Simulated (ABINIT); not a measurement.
**CdS (Greenockite): G0W0 in ABINIT against the bands in the screening**

Aim: move the bands in the screening of a G0W0 run on CdS (Greenockite) over a wide range.

Main program and level: ABINIT 10.8.3; PBE and many-body steps on it, plane waves.

The database entry behind the starting cell differs from later determinations by our own check (about 0.35 % long), so it need not match the best structure at ambient conditions.

## Step 1: Starting point

The structure is hexagonal, space group P6_3mc (No. 186). The conventional cell has a = 4.150 Å, b = 4.150 Å, c = 6.737 Å, α = 90.00°, β = 90.00°, γ = 120.00°. Cd has 4 S at 2.53 to 2.54 Å nearest. Nearest to S lie 4 Cd at 2.53 to 2.54 Å. Farther neighbours and most contacts between anions are not listed.

The cell and positions come from the Crystallography Open Database and are kept as given unless a step says otherwise.

## Step 2: Screening, 3×3×2 mesh, 34 bands, screening to 106.1 eV

This step: ABINIT 10.8.3; RPA screening on PBE, plane waves, norm-conserving pseudopotentials.

The RPA dielectric matrix is built and inverted for each q.

Contents of run.abi:

```
acell 3*1.0 Angstrom
rprim 
  4.149999999997 0.000000000001 0.000000000000
  -2.074999999999 3.594005425702 0.000000000000
  0.000000000000 0.000000000000 6.737000000000
ntypat 2
znucl 48 16
natom 4
typat 1 1 2 2
xred 
  0.333333333333 0.666666666667 0.000000000000
  0.666666666667 0.333333333333 0.500000000000
  0.333333333333 0.666666666667 0.375000000000
  0.666666666667 0.333333333333 0.875000000000
pp_dirpath "pseudos"
pseudos "Cd.upf, S.upf"
ecut 47
ngkpt 3 3 2
nshiftk 1
shiftk 0 0 0
kptopt 1
chksymbreak 0
istwfk *1
occopt 1
irdwfk 1
optdriver 3
nband 34
ecuteps 3.9
inclvkb 2
awtr 1
symchi 1
indata_prefix "in"
outdata_prefix "out"
tmpdata_prefix "tmp"
```

Command:

```sh
$ OMP_NUM_THREADS=1 mpirun -n 4 abinit run.abi > log
```

The log of the run:

```text
.Version 10.8.3 of ABINIT. v10.8.2 released Aug 2026.

 Symmetries : space group P6_3 m c (#186); Bravais hP (primitive hexag.)
[... echo of the input left out ...]
== DATASET  1 ==================================================================
-   mpi_nproc: 4, omp_nthreads: 1 (-1 if OMP is not activated)

--- !DatasetInfo
iteration_state: {dtset: 1, }
dimensions: {natom: 4, nkpt: 6, mband: 34, nsppol: 1, nspinor: 1, nspden: 1, mpw: 10458, }
cutoff_energies: {ecut:  47.0, pawecutdg:  -1.0, }
electrons: {nelect:   5.20000000E+01, charge:   0.00000000E+00, occopt:   1.00000000E+00, tsmear:   1.00000000E-02, }

 SCREENING: Calculation of the susceptibility and dielectric matrices

 Based on a program developped by R.W. Godby, V. Olevano, G. Onida, and L. Reining.
 Incorporated in ABINIT by V. Olevano, G.-M. Rignanese, and M. Torrent.
.Using double precision arithmetic ; gwpc =  8

[... cell and pseudopotentials left out ...]
--------------------------------------------------------------------------------

 ==== K-mesh for the wavefunctions ====
 Number of points in the irreducible wedge :     6
[... list of points left out ...]
 Together with 12 symmetry operations and time-reversal symmetry
 yields    18 points in the full Brillouin Zone.

 ==== Q-mesh for the screening function ====
 Number of points in the irreducible wedge :     6
[... list of points left out ...]
 Together with 12 symmetry operations and time-reversal symmetry
 yields    18 points in the full Brillouin Zone.

 setmesh: FFT mesh size selected  =    27x   27x   54
          total number of points  =        39366

 vcoul_init : cutoff-mode = AUXILIARY_FUNCTION
 q-points for optical limit:   1
     1)      0.000010    0.000020    0.000030

- screening: taking advantage of time-reversal symmetry
- Maximum band index for partially occupied states nbvw = 26
- Remaining bands to be divided among processors   nbcw = 8
- Number of bands treated by each node ~2

 Number of electrons calculated from density =   52.0000; Expected =   52.0000
 average of density, n =  0.076686
 r_s =    1.4602
 omega_plasma =   26.7124 [eV]

 calculating chi0 at frequencies [eV] :
  1    0.000000E+00    0.000000E+00
  2    0.000000E+00    2.671236E+01

--------------------------------------------------------------------------------
  q-point number  1        q = ( 0.000000, 0.000000, 0.000000) [r.l.u.]
--------------------------------------------------------------------------------
[... chi0 elements left out ...]
 For q-point:  0.000010 0.000020 0.000030
  dielectric constant =  13.4946
  dielectric constant without local fields =  14.2746

  Average fulfillment of the sum rule on Im[epsilon] for q-point    1 :      9.74  [%]
[... wings left out ...]
  q-point number  2        q = ( 0.333333, 0.000000, 0.000000) [r.l.u.]
--------------------------------------------------------------------------------
[... chi0 elements left out ...]
  Average fulfillment of the sum rule on Im[epsilon] for q-point    2 :     13.93  [%]

 [... 4 further q-points ...]
```

Elapsed: 8.1 s, on 4 MPI ranks of Intel Xeon Platinum 8488C (Sapphire Rapids), shared host; peak memory 0.94 GiB; 31 s of CPU time.

Numbers from this step:

```
ε∞ with local fields, on this mesh, along the program's q direction : 13.49
the same without local fields                                       : 14.27
plasma frequency                                                    : 26.71 eV
plane waves in the screening matrix                                 : 251
```

Local fields lower ε∞ by 5 %. On a Γ-centred mesh this coarse the value itself is usually too large, while a short band sum pulls it down.

## Step 3: 34 bands

This step: G0W0 on PBE, plane waves, norm-conserving pseudopotentials.

run.abi: that of step 2 with these lines changed.

```diff
@@ -25,8 +25,15 @@
 irdwfk 1
-optdriver 3
-nband 34
+optdriver 4
+nband 67
+gwcalctyp 0
+ecutsigx 47
+symsigma 1
+nkptgw 1
+kptgw 
+  0.0000000000 0.0000000000 0.0000000000
+bdgw 
+  25 28
 ecuteps 3.9
-inclvkb 2
-awtr 1
-symchi 1
+irdscr 1
+ppmodel 1
 indata_prefix "in"
```

The log of the run:

```text
.Version 10.8.3 of ABINIT. v10.8.2 released Aug 2026.

 Symmetries : space group P6_3 m c (#186); Bravais hP (primitive hexag.)
[... echo of the input left out ...]
== DATASET  1 ==================================================================
-   mpi_nproc: 4, omp_nthreads: 1 (-1 if OMP is not activated)

--- !DatasetInfo
iteration_state: {dtset: 1, }
dimensions: {natom: 4, nkpt: 6, mband: 67, nsppol: 1, nspinor: 1, nspden: 1, mpw: 10458, }
cutoff_energies: {ecut:  47.0, pawecutdg:  -1.0, }
electrons: {nelect:   5.20000000E+01, charge:   0.00000000E+00, occopt:   1.00000000E+00, tsmear:   1.00000000E-02, }

 SIGMA: Calculation of the GW corrections

 Based on a program developped by R.W. Godby, V. Olevano, G. Onida, and L. Reining.
 Incorporated in ABINIT by V. Olevano, G.-M. Rignanese, and M. Torrent.
.Using double precision arithmetic ; gwpc =  8

[... cell and pseudopotentials left out ...]
--------------------------------------------------------------------------------

 ==== K-mesh for the wavefunctions ====
 Number of points in the irreducible wedge :     6
[... list of points left out ...]
 Together with 12 symmetry operations and time-reversal symmetry
 yields    18 points in the full Brillouin Zone.

 ==== Q-mesh for screening function ====
 Number of points in the irreducible wedge :     6
[... list of points left out ...]
 Together with 12 symmetry operations and time-reversal symmetry
 yields    18 points in the full Brillouin Zone.

 vcoul_init : cutoff-mode = AUXILIARY_FUNCTION
 q-points for optical limit:   1
     1)      0.000010    0.000020    0.000030
 setmesh: FFT mesh size selected  =    45x   45x   80
          total number of points  =       162000

 Number of electrons calculated from density =   52.0000; Expected =   52.0000
 average of density, n =  0.076686
 r_s =    1.4602
 omega_plasma =   26.7124 [eV]

 === KS Band Gaps ===
  >>>> For spin  1
   Minimum direct gap =   1.1750 [eV], located at k-point      :   0.0000  0.0000  0.0000
   Fundamental gap    =   1.1750 [eV], Top of valence bands at :   0.0000  0.0000  0.0000
                                       Bottom of conduction at :   0.0000  0.0000  0.0000
 SIGMA fundamental parameters:
 PLASMON POLE MODEL  1
 number of plane-waves for SigmaX                10383
 number of plane-waves for SigmaC and W            251
 number of plane-waves for wavefunctions         10383
 number of bands                                    67
 number of independent spin polarizations            1
 number of spinorial components                      1
 number of k-points in IBZ                           6
 number of q-points in IBZ                           6
 number of symmetry operations                      12
 number of k-points in BZ                           18
 number of q-points in BZ                           18
 number of frequencies for dSigma/dE                 9
 frequency step for dSigma/dE [eV]                0.25
 number of omega for Sigma on real axis              0
 max omega for Sigma on real axis  [eV]           0.00
 zcut for avoiding poles [eV]                     0.10

 EPSILON^-1 parameters (SCR file):
 dimension of the eps^-1 matrix on file            251
 dimension of the eps^-1 matrix used               251
 number of plane-waves for wavefunctions         10383
 number of bands                                    34
 number of q-points in IBZ                           6
 number of frequencies                               2
 number of real frequencies                          1
 number of imag frequencies                          1

 matrix elements of self-energy operator (all in [eV])

 Perturbative Calculation

--- !SelfEnergy_ee
iteration_state: {dtset: 1, }
kpoint     : [   0.000,    0.000,    0.000, ]
spin       : 1
KS_gap     :    1.175
QP_gap     :    2.494
Delta_QP_KS:    1.319
data: !SigmaeeData |
     Band     E0 <VxcDFT>   SigX SigC(E0)      Z dSigC/dE  Sig(E)    E-E0       E
       25   4.259 -15.271 -18.229   2.820   0.767  -0.304 -15.376  -0.106   4.153
       26   4.259 -15.271 -18.229   2.820   0.767  -0.304 -15.376  -0.106   4.153
       27   5.434 -10.670  -6.577  -2.583   0.804  -0.243  -9.456   1.214   6.648
       28   7.023 -11.014  -6.546  -2.763   0.804  -0.244  -9.644   1.370   8.392

== END DATASET(S) ==============================================================
================================================================================

 -outvars: echo values of variables after computation  --------
           etotal      0.0000000000E+00
            nband          67
             nkpt           6
          spgroup         186
 [... the other variables as echoed above ...]

 Calculation completed.
```

Wall time 5.2 s (4 MPI ranks); peak memory 1 GiB.

Numbers from this step:

| Property | Result |
| --- | --- |
| G0W0 gap on the points computed | 2.495 eV |
| starting gap on the mesh | 1.175 eV |
| k of the valence top | 0, 0, 0 |
| k of the conduction bottom | 0, 0, 0 |
| Z at the valence top | 0.767 |
| Z at the conduction bottom | 0.804 |
| least direct G0W0 gap on the computed points | 2.495 eV |

## Step 4: Screening, 3×3×2 mesh, 35 bands, screening to 106.1 eV

This step: RPA screening on PBE, plane waves, norm-conserving pseudopotentials.

run.abi: that of step 3 with these lines changed.

```diff
@@ -25,15 +25,8 @@
 irdwfk 1
-optdriver 4
-nband 67
-gwcalctyp 0
-ecutsigx 47
-symsigma 1
-nkptgw 1
-kptgw 
-  0.0000000000 0.0000000000 0.0000000000
-bdgw 
-  25 28
+optdriver 3
+nband 35
 ecuteps 3.9
-irdscr 1
-ppmodel 1
+inclvkb 2
+awtr 1
+symchi 1
 indata_prefix "in"
```

The log of the run:

```text
.Version 10.8.3 of ABINIT. v10.8.2 released Aug 2026.

 Symmetries : space group P6_3 m c (#186); Bravais hP (primitive hexag.)
[... echo of the input left out ...]
== DATASET  1 ==================================================================
-   mpi_nproc: 4, omp_nthreads: 1 (-1 if OMP is not activated)

--- !DatasetInfo
iteration_state: {dtset: 1, }
dimensions: {natom: 4, nkpt: 6, mband: 35, nsppol: 1, nspinor: 1, nspden: 1, mpw: 10458, }
cutoff_energies: {ecut:  47.0, pawecutdg:  -1.0, }
electrons: {nelect:   5.20000000E+01, charge:   0.00000000E+00, occopt:   1.00000000E+00, tsmear:   1.00000000E-02, }

 SCREENING: Calculation of the susceptibility and dielectric matrices

 Based on a program developped by R.W. Godby, V. Olevano, G. Onida, and L. Reining.
 Incorporated in ABINIT by V. Olevano, G.-M. Rignanese, and M. Torrent.
.Using double precision arithmetic ; gwpc =  8

[... cell and pseudopotentials left out ...]
--------------------------------------------------------------------------------

 ==== K-mesh for the wavefunctions ====
 Number of points in the irreducible wedge :     6
[... list of points left out ...]
 Together with 12 symmetry operations and time-reversal symmetry
 yields    18 points in the full Brillouin Zone.

 ==== Q-mesh for the screening function ====
 Number of points in the irreducible wedge :     6
[... list of points left out ...]
 Together with 12 symmetry operations and time-reversal symmetry
 yields    18 points in the full Brillouin Zone.

 setmesh: FFT mesh size selected  =    27x   27x   54
          total number of points  =        39366

 vcoul_init : cutoff-mode = AUXILIARY_FUNCTION
 q-points for optical limit:   1
     1)      0.000010    0.000020    0.000030

- screening: taking advantage of time-reversal symmetry
- Maximum band index for partially occupied states nbvw = 26
- Remaining bands to be divided among processors   nbcw = 9
- Number of bands treated by each node ~2

 Number of electrons calculated from density =   52.0000; Expected =   52.0000
 average of density, n =  0.076686
 r_s =    1.4602
 omega_plasma =   26.7124 [eV]

 calculating chi0 at frequencies [eV] :
  1    0.000000E+00    0.000000E+00
  2    0.000000E+00    2.671236E+01

--------------------------------------------------------------------------------
  q-point number  1        q = ( 0.000000, 0.000000, 0.000000) [r.l.u.]
--------------------------------------------------------------------------------
[... chi0 elements left out ...]
 For q-point:  0.000010 0.000020 0.000030
  dielectric constant =  13.5313
  dielectric constant without local fields =  14.3274

  Average fulfillment of the sum rule on Im[epsilon] for q-point    1 :     10.48  [%]
[... wings left out ...]
  q-point number  2        q = ( 0.333333, 0.000000, 0.000000) [r.l.u.]
--------------------------------------------------------------------------------
[... chi0 elements left out ...]
  Average fulfillment of the sum rule on Im[epsilon] for q-point    2 :     15.26  [%]

 [... 4 further q-points ...]
```

The job ended after 9.9 s (4 MPI ranks; peak memory 0.94 GiB).

This step gave:

```yaml
eps_infinity_with_local_fields_on_this_mesh_along_the_program_s_q_direction: 13.53
the_same_without_local_fields: 14.33
plasma_frequency: 26.71 eV
plane_waves_in_the_screening_matrix: 251
```

## Step 5: 35 bands

The self-energy is evaluated for the states that the input lists, and the levels follow from it, in one-shot runs by the linearised quasiparticle equation.

This step: G0W0 on PBE, plane waves, norm-conserving pseudopotentials.

run.abi: that of step 4 with these lines changed.

```diff
@@ -25,8 +25,15 @@
 irdwfk 1
-optdriver 3
-nband 35
+optdriver 4
+nband 67
+gwcalctyp 0
+ecutsigx 47
+symsigma 1
+nkptgw 1
+kptgw 
+  0.0000000000 0.0000000000 0.0000000000
+bdgw 
+  25 28
 ecuteps 3.9
-inclvkb 2
-awtr 1
-symchi 1
+irdscr 1
+ppmodel 1
 indata_prefix "in"
```

The log of the run:

```text
.Version 10.8.3 of ABINIT. v10.8.2 released Aug 2026.

 Symmetries : space group P6_3 m c (#186); Bravais hP (primitive hexag.)
[... echo of the input left out ...]
== DATASET  1 ==================================================================
-   mpi_nproc: 4, omp_nthreads: 1 (-1 if OMP is not activated)

--- !DatasetInfo
iteration_state: {dtset: 1, }
dimensions: {natom: 4, nkpt: 6, mband: 67, nsppol: 1, nspinor: 1, nspden: 1, mpw: 10458, }
cutoff_energies: {ecut:  47.0, pawecutdg:  -1.0, }
electrons: {nelect:   5.20000000E+01, charge:   0.00000000E+00, occopt:   1.00000000E+00, tsmear:   1.00000000E-02, }

 SIGMA: Calculation of the GW corrections

 Based on a program developped by R.W. Godby, V. Olevano, G. Onida, and L. Reining.
 Incorporated in ABINIT by V. Olevano, G.-M. Rignanese, and M. Torrent.
.Using double precision arithmetic ; gwpc =  8

[... cell and pseudopotentials left out ...]
--------------------------------------------------------------------------------

 ==== K-mesh for the wavefunctions ====
 Number of points in the irreducible wedge :     6
[... list of points left out ...]
 Together with 12 symmetry operations and time-reversal symmetry
 yields    18 points in the full Brillouin Zone.

 ==== Q-mesh for screening function ====
 Number of points in the irreducible wedge :     6
[... list of points left out ...]
 Together with 12 symmetry operations and time-reversal symmetry
 yields    18 points in the full Brillouin Zone.

 vcoul_init : cutoff-mode = AUXILIARY_FUNCTION
 q-points for optical limit:   1
     1)      0.000010    0.000020    0.000030
 setmesh: FFT mesh size selected  =    45x   45x   80
          total number of points  =       162000

 Number of electrons calculated from density =   52.0000; Expected =   52.0000
[...]
number of k-points in IBZ                           6
 number of q-points in IBZ                           6
 number of symmetry operations                      12
 number of k-points in BZ                           18
 number of q-points in BZ                           18
 number of frequencies for dSigma/dE                 9
 frequency step for dSigma/dE [eV]                0.25
 number of omega for Sigma on real axis              0
 max omega for Sigma on real axis  [eV]           0.00
 zcut for avoiding poles [eV]                     0.10

 EPSILON^-1 parameters (SCR file):
 dimension of the eps^-1 matrix on file            251
 dimension of the eps^-1 matrix used               251
 number of plane-waves for wavefunctions         10383
 number of bands                                    35
 number of q-points in IBZ                           6
 number of frequencies                               2
 number of real frequencies                          1
 number of imag frequencies                          1

 matrix elements of self-energy operator (all in [eV])

 Perturbative Calculation

--- !SelfEnergy_ee
iteration_state: {dtset: 1, }
kpoint     : [   0.000,    0.000,    0.000, ]
spin       : 1
KS_gap     :    1.175
QP_gap     :    2.443
Delta_QP_KS:    1.268
data: !SigmaeeData |
     Band     E0 <VxcDFT>   SigX SigC(E0)      Z dSigC/dE  Sig(E)    E-E0       E
       25   4.259 -15.271 -18.229   2.837   0.767  -0.303 -15.364  -0.093   4.166
       26   4.259 -15.271 -18.229   2.837   0.767  -0.303 -15.364  -0.093   4.166
       27   5.434 -10.670  -6.577  -2.632   0.805  -0.243  -9.494   1.175   6.609
       28   7.023 -11.014  -6.546  -2.808   0.804  -0.243  -9.678   1.335   8.358

== END DATASET(S) ==============================================================
================================================================================

 -outvars: echo values of variables after computation  --------
           etotal      0.0000000000E+00
            nband          67
             nkpt           6
          spgroup         186
 [... the other variables as echoed above ...]

 Calculation completed.
```

Elapsed: 5.4 s, on 4 MPI ranks; peak memory 0.94 GiB; 21 s of CPU time.

Numbers from this step:

```
G0W0 gap on the points computed              : 2.443 eV
starting gap on the mesh                     : 1.175 eV
k of the valence top                         : 0, 0, 0
k of the conduction bottom                   : 0, 0, 0
Z at the valence top                         : 0.767
Z at the conduction bottom                   : 0.805
least direct G0W0 gap on the computed points : 2.443 eV
```

The gap on the mesh goes from 1.18 eV to 2.44 eV, a correction of +1.27 eV.

## Step 6: Screening, 3×3×2 mesh, 67 bands, screening to 106.1 eV

This step: RPA screening on PBE, plane waves, norm-conserving pseudopotentials.

run.abi: that of step 5 with these lines changed.

```diff
@@ -25,15 +25,8 @@
 irdwfk 1
-optdriver 4
+optdriver 3
 nband 67
-gwcalctyp 0
-ecutsigx 47
-symsigma 1
-nkptgw 1
-kptgw 
-  0.0000000000 0.0000000000 0.0000000000
-bdgw 
-  25 28
 ecuteps 3.9
-irdscr 1
-ppmodel 1
+inclvkb 2
+awtr 1
+symchi 1
 indata_prefix "in"
```

The log of the run:

```text
.Version 10.8.3 of ABINIT. v10.8.2 released Aug 2026.

 Symmetries : space group P6_3 m c (#186); Bravais hP (primitive hexag.)
[... echo of the input left out ...]
== DATASET  1 ==================================================================
-   mpi_nproc: 4, omp_nthreads: 1 (-1 if OMP is not activated)

--- !DatasetInfo
iteration_state: {dtset: 1, }
dimensions: {natom: 4, nkpt: 6, mband: 67, nsppol: 1, nspinor: 1, nspden: 1, mpw: 10458, }
cutoff_energies: {ecut:  47.0, pawecutdg:  -1.0, }
[...]
--------------------------------------------------------------------------------
[... chi0 elements left out ...]
 For q-point:  0.000010 0.000020 0.000030
  dielectric constant =  13.7881
  dielectric constant without local fields =  14.6262

  Average fulfillment of the sum rule on Im[epsilon] for q-point    1 :     28.98  [%]
[... wings left out ...]
  q-point number  2        q = ( 0.333333, 0.000000, 0.000000) [r.l.u.]
--------------------------------------------------------------------------------
[... chi0 elements left out ...]
  Average fulfillment of the sum rule on Im[epsilon] for q-point    2 :     33.73  [%]

 [... 4 further q-points ...]
```

Wall time 27 s (4 MPI ranks); peak memory 1.2 GiB; 1.8 min of CPU time.

This step gave:

- ε∞ with local fields, on this mesh, along the program's q direction: 13.79
- the same without local fields: 14.63
- plasma frequency: 26.71 eV
- plane waves in the screening matrix: 251

(Continued in part 2 of 2.)

[Paths, hosts, dates, memory and timing lines, banners, echoed tables and standing remarks are left out of the program output.]

[Logs are printed without paths, hosts, clocks, repeated set-up lines and the standing remarks that a program may print on its own settings, such as how far it seeks lower states.]

[Runs of the session that timed out or met a known fault of the program may be left out.]

[No measured gap is set beside runs whose start may be inverted or whose files or cutoffs have a known fault.]

[Hosts, paths, dates, database ids (printed as entryN), source tags and the programs' standing remarks are cut or masked in the printed files.]

[G0W0 gaps are taken among the corrected bands and points alone; a level outside them can change the order at an edge.]

[Where Ansatz stands beside ABINIT at settings called matched, ABINIT's density can come from a denser mesh and the files from another edition; pairs whose starting gaps differed by over 0.03 eV were left out, so agreement reads better than it is.]
